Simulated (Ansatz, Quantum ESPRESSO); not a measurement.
## RbCaBr3 (Pm-3m): modes at Γ and the response to a field

Which modes does RbCaBr3 (Pm-3m) have at the zone centre?

Method: DFT LDA, scalar-relativistic, plane waves, PseudoDojo norm-conserving pseudopotentials, in Quantum ESPRESSO 7.5.

**1. Set-up**

Symmetry: Pm-3m, No. 221, cubic system. Conventional cell: a = 5.737 Å, b = 5.737 Å, c = 5.737 Å, α = 90.00°, β = 90.00°, γ = 90.00°. Nearest to Rb lie 12 Br at 4.06 Å. Nearest to Ca lie 6 Br at 2.87 Å. Nearest to Br lie 2 Ca at 2.87 Å and 4 Rb at 4.06 Å. Farther neighbours and most contacts between anions are not listed.

**2. A probe with smearing**

A cheap run with smearing and empty bands tells whether the crystal has a gap, which decides between fixed occupations and smearing later on.

The input, probe.in:

```
&control
   calculation = 'scf'
   prefix = 'x'
   outdir = './tmp'
   pseudo_dir = './pseudo'
   tprnfor = .true.
   tstress = .true.
   verbosity = 'high'
/
&system
   ibrav = 0
   nat = 5
   ntyp = 3
   ecutwfc = 60.0
   occupations = 'smearing'
   smearing = 'gaussian'
   degauss = 0.01
/
&electrons
   conv_thr = 1.0d-07
   mixing_beta = 0.7
   electron_maxstep = 100
/
ATOMIC_SPECIES
 Rb     85.4678  Rb.upf
 Ca     40.0780  Ca.upf
 Br     79.9040  Br.upf
CELL_PARAMETERS angstrom
     5.736690000    0.000000000    0.000000000
     0.000000000    5.736690000    0.000000000
     0.000000000    0.000000000    5.736690000
ATOMIC_POSITIONS crystal
 Rb     0.500000000   0.500000000   0.500000000
 Ca     0.000000000   0.000000000   0.000000000
 Br     0.500000000   0.000000000   0.000000000
 Br     0.000000000   0.500000000   0.000000000
 Br     0.000000000   0.000000000   0.500000000
K_POINTS automatic
 4 4 4 0 0 0
```

Run with:

```console
OMP_NUM_THREADS=1 mpirun -n 4 pw.x -nk 4 -in probe.in > probe.out
```

Output:

```text
[banners, grids, parts of the stress and lines that vanish by symmetry left out]
Program PWSCF v.7.5
     Message from routine setup:
     using ibrav=0 with symmetry is DISCOURAGED, use correct ibrav instead
[...]
kinetic-energy cutoff     =      60.0000  Ry
     charge density cutoff     =     240.0000  Ry
     scf convergence threshold =      1.0E-07
[...]
Exchange-correlation= SLA  PW   NOGX NOGC
                           (   1   4   0   0   0   0   0)
[...]
48 Sym. Ops., with inversion, found
[...]
(     0          1          0      )
                  (     0          0          1      )
[...]
(  0.0000000  1.0000000  0.0000000 )
                  (  0.0000000  0.0000000  1.0000000 )
[...]
(     0         -1          0      )
                  (     0          0          1      )
[...]
number of k points=    10  Gaussian smearing, width (Ry)=  0.0100
[...]
c_bands:  1 eigenvalues not converged
[...]
c_bands:  1 eigenvalues not converged
[...]
End of self-consistent calculation
[...]
the Fermi energy is     3.0653 ev
!    total energy              =    -226.95845509 Ry
[...]
convergence has been achieved in   6 iterations
[...]
atom    1 type  1   force =     0.00000000    0.00000000    0.00000000
     atom    2 type  2   force =     0.00000000    0.00000000    0.00000000
     atom    3 type  3   force =     0.00000000    0.00000000    0.00000000
     atom    4 type  3   force =     0.00000000    0.00000000    0.00000000
     atom    5 type  3   force =     0.00000000    0.00000000    0.00000000
[...]
Total force =     0.000000     Total SCF correction =     0.000000
[...]
total   stress  (Ry/bohr**3)                   (kbar)     P=      -25.00
[...]
XML data file, charge density, pseudopotentials, collected wavefunctions

   JOB DONE.
```

The job ended after 13 s (4 MPI ranks of Arm Neoverse V1, shared host; 52 s of CPU time).

Read from the output:

```
volume per atom   : 37.76 Å³
pressure          : -2.5 GPa
gap on the k-mesh : 3.675 eV
```

A gap of 3.7 eV opens on this mesh, so the crystal is taken as an insulator; the start stands at -2.5 GPa.

**3. Relaxation**

The harmonic expansion starts where the forces on the atoms vanish, and stress shifts the frequencies, so cell and atoms are relaxed with tight thresholds.

relax.in, as its differences from probe.in of step 2:

```diff
@@ -1,3 +1,3 @@
 &control
-   calculation = 'scf'
+   calculation = 'vc-relax'
    prefix = 'x'
@@ -7,3 +7,5 @@
    tstress = .true.
-   verbosity = 'high'
+   forc_conv_thr = 2.0d-05
+   etot_conv_thr = 1.0d-07
+   nstep = 40
 /
@@ -14,10 +16,14 @@
    ecutwfc = 60.0
-   occupations = 'smearing'
-   smearing = 'gaussian'
-   degauss = 0.01
+   occupations = 'fixed'
+   nbnd = 22
 /
 &electrons
-   conv_thr = 1.0d-07
+   conv_thr = 1.0d-11
    mixing_beta = 0.7
    electron_maxstep = 100
+/
+&ions
+/
+&cell
+   press_conv_thr = 0.1
 /
```

Run with:

```console
OMP_NUM_THREADS=1 mpirun -n 4 pw.x -nk 4 -in relax.in > relax.out
```

Output:

```text
[banners, grids, parts of the stress and lines that vanish by symmetry left out]
[banner, memory and clock lines left out]
Program PWSCF v.7.5

[...]
kinetic-energy cutoff     =      60.0000  Ry
     charge density cutoff     =     240.0000  Ry
     scf convergence threshold =      1.0E-11
[...]
energy convergence thresh.=      1.0E-07
     force convergence thresh. =      2.0E-05
     press convergence thresh. =      1.0E-01
     Exchange-correlation= SLA  PW   NOGX NOGC
                           (   1   4   0   0   0   0   0)
[...]
48 Sym. Ops., with inversion, found
[...]
number of k points=    10
[...]
c_bands:  1 eigenvalues not converged
[...]
End of self-consistent calculation
[...]
highest occupied, lowest unoccupied level (ev):     1.3819    5.0569
!    total energy              =    -226.95845510 Ry
[...]
convergence has been achieved in  10 iterations
[...]
atom    1 type  1   force =     0.00000000    0.00000000    0.00000000
     atom    2 type  2   force =     0.00000000    0.00000000    0.00000000
     atom    3 type  3   force =     0.00000000    0.00000000    0.00000000
     atom    4 type  3   force =     0.00000000    0.00000000    0.00000000
     atom    5 type  3   force =     0.00000000    0.00000000    0.00000000
     Total force =     0.000000     Total SCF correction =     0.000000
[...]
total   stress  (Ry/bohr**3)                   (kbar)     P=      -24.93
[...]
number of bfgs steps    =   0
[...]
CELL_PARAMETERS (angstrom)
[...]
ATOMIC_POSITIONS (crystal)
Rb               0.5000000000        0.5000000000        0.5000000000
Ca               0.0000000000        0.0000000000        0.0000000000
Br               0.5000000000        0.0000000000        0.0000000000
Br               0.0000000000        0.5000000000        0.0000000000
[...]
New effective cutoffs (rho, wfc):  241.89   60.49
[...]
End of self-consistent calculation
[...]
highest occupied, lowest unoccupied level (ev):     1.4783    5.1764
!    total energy              =    -226.96108471 Ry
[...]
convergence has been achieved in   7 iterations
[...]
atom    1 type  1   force =     0.00000000    0.00000000    0.00000000
     atom    2 type  2   force =     0.00000000    0.00000000    0.00000000
     atom    3 type  3   force =     0.00000000    0.00000000    0.00000000
     atom    4 type  3   force =     0.00000000    0.00000000    0.00000000
     atom    5 type  3   force =     0.00000000    0.00000000    0.00000000
     Total force =     0.000000     Total SCF correction =     0.000000
[...]
total   stress  (Ry/bohr**3)                   (kbar)     P=      -23.04
[...]
number of bfgs steps    =   1
[...]
WARNING: bfgs curvature condition failed, Theta= 0.873
[...]
CELL_PARAMETERS (angstrom)
[...]
ATOMIC_POSITIONS (crystal)
[...]
New effective cutoffs (rho, wfc):  245.01   61.27
[...]
End of self-consistent calculation
[...]
highest occupied, lowest unoccupied level (ev):     1.6265    5.3595
!    total energy              =    -226.96458529 Ry
[...]
convergence has been achieved in   9 iterations
[...]
atom    1 type  1   force =     0.00000000    0.00000000    0.00000000
     atom    2 type  2   force =     0.00000000    0.00000000    0.00000000
[...]
Total force =     0.000000     Total SCF correction =     0.000000
[...]
total   stress  (Ry/bohr**3)                   (kbar)     P=       -5.03
[...]
number of bfgs steps    =   4
[...]
CELL_PARAMETERS (angstrom)
[...]
ATOMIC_POSITIONS (crystal)
[...]
New effective cutoffs (rho, wfc):  261.10   65.30
[...]
highest occupied, lowest unoccupied level (ev):     2.4175    6.3212
!    total energy              =    -226.97267423 Ry
[...]
convergence has been achieved in   8 iterations
[...]
Total force =     0.000000     Total SCF correction =     0.000000
[...]
total   stress  (Ry/bohr**3)                   (kbar)     P=        0.65
[...]
number of bfgs steps    =   5
[...]
CELL_PARAMETERS (angstrom)
[...]
ATOMIC_POSITIONS (crystal)
[...]
New effective cutoffs (rho, wfc):  260.66   65.19
[...]
highest occupied, lowest unoccupied level (ev):     2.3953    6.2945
!    total energy              =    -226.97268029 Ry
[...]
convergence has been achieved in   8 iterations
[...]
Total force =     0.000000     Total SCF correction =     0.000000
[...]
total   stress  (Ry/bohr**3)                   (kbar)     P=       -0.02
[...]
number of bfgs steps    =   6
[...]
CELL_PARAMETERS (angstrom)
[...]
ATOMIC_POSITIONS (crystal)
[...]
New effective cutoffs (rho, wfc):  260.68   65.19
[...]
End of self-consistent calculation
[...]
highest occupied, lowest unoccupied level (ev):     2.3961    6.2954
!    total energy              =    -226.97268029 Ry
[...]
convergence has been achieved in   5 iterations
[...]
atom    3 type  3   force =     0.00000000    0.00000000    0.00000000
     atom    4 type  3   force =     0.00000000    0.00000000    0.00000000
     atom    5 type  3   force =     0.00000000    0.00000000    0.00000000
     Total force =     0.000000     Total SCF correction =     0.000000
[...]
total   stress  (Ry/bohr**3)                   (kbar)     P=       -0.00
[...]
bfgs converged in   8 scf cycles and   7 bfgs steps
[...]
End of BFGS Geometry Optimization
     Final enthalpy           =    -226.9726802946 Ry
     File ./tmp/x.bfgs deleted, as requested
[...]
CELL_PARAMETERS (angstrom)
[...]
ATOMIC_POSITIONS (crystal)
[...]
Br               0.0000000000        0.5000000000        0.0000000000
Br               0.0000000000        0.0000000000        0.5000000000
[...]
Final scf calculation at the relaxed structure.
[...]
kinetic-energy cutoff     =      60.0000  Ry
     charge density cutoff     =     240.0000  Ry
     scf convergence threshold =      1.0E-13
[...]
press convergence thresh. =      1.0E-01
     Exchange-correlation= SLA  PW   NOGX NOGC
                           (   1   4   0   0   0   0   0)
[...]
48 Sym. Ops., with inversion, found
[...]
number of k points=    10
[...]
c_bands:  1 eigenvalues not converged
     c_bands:  2 eigenvalues not converged
     c_bands:  2 eigenvalues not converged
[...]
End of self-consistent calculation
[...]
highest occupied, lowest unoccupied level (ev):     2.3961    6.2954
!    total energy              =    -226.97246846 Ry
[...]
convergence has been achieved in  10 iterations
[...]
atom    1 type  1   force =     0.00000000    0.00000000    0.00000000
     atom    2 type  2   force =     0.00000000    0.00000000    0.00000000
     atom    3 type  3   force =     0.00000000    0.00000000    0.00000000
     atom    4 type  3   force =     0.00000000    0.00000000    0.00000000
     atom    5 type  3   force =     0.00000000    0.00000000    0.00000000
     Total force =     0.000000     Total SCF correction =     0.000000
[...]
total   stress  (Ry/bohr**3)                   (kbar)     P=       -0.28
[...]
XML data file, charge density, pseudopotentials, collected wavefunctions
```

Run time: 2 min. Hardware: 4 MPI ranks; 7.9 min of CPU time.

The steps of the relaxation:

| step | energy less that of the first step (eV) | largest force (eV/Å) | pressure (GPa) | volume (Å³) |
| --- | --- | --- | --- | --- |
| 1 | 0.0000 | 0.0000 | -2.49 | 188.79 |
| 2 | -0.0358 | 0.0000 | -2.30 | 186.40 |
| 3 | -0.0834 | 0.0000 | -1.99 | 182.86 |
| 4 | -0.1402 | 0.0000 | -1.47 | 177.62 |
| 5 | -0.1882 | 0.0000 | -0.50 | 169.96 |
| 6 | -0.1935 | 0.0000 | 0.07 | 166.22 |
| 7 | -0.1935 | 0.0000 | 0.00 | 166.64 |
| 8 | -0.1935 | 0.0000 | 0.00 | 166.62 |
| 9 | -0.1907 | 0.0000 | -0.03 | 166.62 |

| conventional cell, symmetrised | before | after | change |
| --- | --- | --- | --- |
| a (Å) | 5.737 | 5.503 | -4.1 % |
| b (Å) | 5.737 | 5.503 | -4.1 % |
| c (Å) | 5.737 | 5.503 | -4.1 % |
| volume (Å³/atom) | 37.76 | 33.32 | -11.7 % |

Final coordinates:

```xyz
5
Lattice="5.5027 0.0000 0.0000 0.0000 5.5027 0.0000 0.0000 0.0000 5.5027" Properties=species:S:1:pos:R:3 pbc="T T T"
Rb    2.7514    2.7514    2.7514
Ca    0.0000    0.0000    0.0000
Br    2.7514    0.0000    0.0000
Br    0.0000    2.7514    0.0000
Br    0.0000    0.0000    2.7514
```

The last row of the table of steps is pw.x's closing run on a basis chosen anew for the final cell, so its energy can jump.

Numbers from this step:

| Item | Value |
| --- | --- |
| volume per atom | 33.32 Å³ |
| pressure | -0.02800 GPa |
| gap on the k-mesh | 3.899 eV |

The volume changes by -11.7 % from the cell with which this run began.

**4. Ground state**

The response is built on this ground state, so it is converged far tighter than an energy would need. With a gap, occupations are fixed, which also allows the response to an electric field.

The input, scf.in:

```
&control
   calculation = 'scf'
   prefix = 'x'
   outdir = './tmp'
   pseudo_dir = './pseudo'
   tprnfor = .true.
   tstress = .true.
/
&system
   ibrav = 0
   nat = 5
   ntyp = 3
   ecutwfc = 60.0
   occupations = 'fixed'
   nbnd = 22
/
&electrons
   conv_thr = 1.0d-12
   mixing_beta = 0.7
   electron_maxstep = 100
/
ATOMIC_SPECIES
 Rb     85.4678  Rb.upf
 Ca     40.0780  Ca.upf
 Br     79.9040  Br.upf
CELL_PARAMETERS angstrom
     5.502719050    0.000000000    0.000000000
     0.000000000    5.502719050    0.000000000
     0.000000000    0.000000000    5.502719050
ATOMIC_POSITIONS crystal
 Rb     0.500000000   0.500000000   0.500000000
 Ca     0.000000000   0.000000000   0.000000000
 Br     0.500000000   0.000000000   0.000000000
 Br     0.000000000   0.500000000   0.000000000
 Br     0.000000000   0.000000000   0.500000000
K_POINTS automatic
 4 4 4 0 0 0
```

Run with:

```console
OMP_NUM_THREADS=1 mpirun -n 4 pw.x -nk 4 -in scf.in > scf.out
```

Output:

```text
[banners, grids, parts of the stress and lines that vanish by symmetry left out]
[banner, memory and clock lines left out]
Program PWSCF v.7.5

[...]
kinetic-energy cutoff     =      60.0000  Ry
     charge density cutoff     =     240.0000  Ry
     scf convergence threshold =      1.0E-12
[...]
Exchange-correlation= SLA  PW   NOGX NOGC
                           (   1   4   0   0   0   0   0)
[...]
48 Sym. Ops., with inversion, found
[...]
number of k points=    10
[...]
c_bands:  1 eigenvalues not converged
[...]
End of self-consistent calculation
[...]
highest occupied, lowest unoccupied level (ev):     2.3961    6.2954
!    total energy              =    -226.97246846 Ry
[...]
convergence has been achieved in  11 iterations
[...]
atom    1 type  1   force =     0.00000000    0.00000000    0.00000000
     atom    2 type  2   force =     0.00000000    0.00000000    0.00000000
     atom    3 type  3   force =     0.00000000    0.00000000    0.00000000
     atom    4 type  3   force =     0.00000000    0.00000000    0.00000000
     atom    5 type  3   force =     0.00000000    0.00000000    0.00000000
     Total force =     0.000000     Total SCF correction =     0.000000
[...]
total   stress  (Ry/bohr**3)                   (kbar)     P=       -0.28
[...]
XML data file, charge density, pseudopotentials, collected wavefunctions
```

It took 19 s on 4 MPI ranks; 74 s of CPU time.

The cell stands at -0.028 GPa, close enough for phonons.

[end of part 1 of 3]

[Host names and launcher messages were left out of these logs when they were recorded.]

[Logs are printed without paths, hosts, clocks, repeated set-up lines and the standing remarks that a program may print on its own settings, such as how far it seeks lower states.]

[Hosts, paths, dates, database ids (printed as entryN), source tags and the programs' standing remarks are cut or masked in the printed files.]
